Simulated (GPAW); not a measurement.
A GW chain in GPAW: Mg2H2O3 (P-3m1). Symmetry: P-3m1, No. 164, trigonal system. The conventional cell has a = 3.085 Å, b = 3.085 Å, c = 7.710 Å, α = 90.00°, β = 90.00°, γ = 120.00°. Nearest to Mg lie 6 O at 2.10 to 2.17 Å. H has 1 O at 0.99 Å nearest. Nearest to O lie 1 H at 0.99 Å and 3 Mg at 2.10 Å. Nearest to O lie 6 Mg at 2.17 Å. Farther neighbours, and contacts between anions beyond the nearest, are not listed. The calculation used DFT, LDA, plane waves, PAW (and 1 further level or step) in GPAW 26.7.0, with cutoff 600 eV, GPAW PAW setups 1.2.1 data release, 3×3×2 k-mesh, nbands 154. The LDA gap is 3.47 eV, direct, the G0W0 gap on the mesh is 6.03 eV and the GW settings are 3×3×2 mesh, 144 bands, screening to 100 eV, Godby-Needs plasmon pole. The known limits are short of the basis limit; coarse k mesh. It took 4 runs, 87 s in all on 4 MPI ranks of Intel Xeon Platinum 8259CL at 2.50GHz (Skylake/Cascade Lake), shared host. G0W0 moves the gap on the mesh from 3.47 eV to 6.03 eV (+2.56 eV), with Z of 0.80 and 0.85 at the edges. Bands and cutoff are finite, so the gap stands short of the basis limit, usually by up to a few tenths of an eV; the mesh is an error of its own. The cell and positions come from the Crystallography Open Database and are kept as given unless a step says otherwise. The 3×3×2 mesh is coarse for this cell, which bears on the long-range parts of exchange and screening.

[Paths, hosts, dates, memory and timing lines, banners, echoed tables and standing remarks are left out of the program output; an Ansatz launch command may be rebuilt from the run's recorded settings. Measured values are a selection of at most five: reports struck by readers or far from the other reports are left out. None is set beside runs whose start may be inverted or whose files or cutoffs have a known fault.]

[Runs of the session that timed out or met a known fault of the program may be left out.]

[Hosts, paths, dates, database ids (printed as entryN), source tags and the programs' standing remarks are cut or masked in the printed files.]

[Where the starting crystal was built by hand or by swapping elements, it need not be the compound's stable phase.]
